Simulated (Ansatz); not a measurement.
Records of electronic-structure calculations. Some values are withheld and marked by numbers in brackets.

```xyz
3
Lattice="2.566 0.000 -2.566 -2.566 2.566 0.000 3.748 3.748 3.748" Properties=species:S:1:pos:R:3 pbc="T T T" subject="TiBr2 (P-3m1): Hubbard U and Hund's J by constrained RPA" method="DFT, LDA, plane waves, PAW (and 1 further level or step)" program="Ansatz 0.2.0" settings_of_one_run="cutoff 420 eV, 12×12×4 k-mesh, smearing width 0.08 eV, default PAW, coordination {"Ti": "octahedral"}, magnetic state non-magnetic by constraint, PAW set soft 2" cost="3 runs, 9.8 min in all on 4 threads of Arm Neoverse V1, shared host (the runs of this entry)" notes="The database entry behind the starting cell has ideal inner coordinates that were not refined. This run has no spin polarisation, although Ti can carry a moment. The cell and positions come from the Crystallography Open Database and are kept as given unless a step says otherwise. Limits: no spin-orbit coupling. The bands cross the Fermi level under this constraint, which need not be the crystal’s state: magnetic order, correlation or a lattice distortion may open a gap." ti_t2g="U 3.31 eV, U′ 2.56 eV, J 0.36 eV, bare V 13.9 eV" ti_d="[1]" method="constrained RPA on non-magnetic LDA, 6×6×4 mesh, static"
Ti    0.000    0.000    0.000
Br    0.082    2.648    0.082
Br    3.666    3.666    1.100
```

Q: Give the missing entries.

[1] Ti d (TiBr2): U 3.94 eV, U′ 3.20 eV, J 0.36 eV, bare V 14.3 eV. With the window Ti d U becomes 3.94 eV and the bare V 14.26 eV, so U/V goes from 0.24 to 0.28.

[Paths, hosts, dates, memory and timing lines, banners, echoed tables and standing remarks are left out of the program output.]

[Logs are printed without paths, hosts, clocks, repeated set-up lines and the standing remarks that a program may print on its own settings, such as how far it seeks lower states.]

[Runs of the session that timed out or met a known fault of the program may be left out.]

[Hosts, paths, dates, database ids (printed as entryN), source tags and the programs' standing remarks are cut or masked in the printed files.]
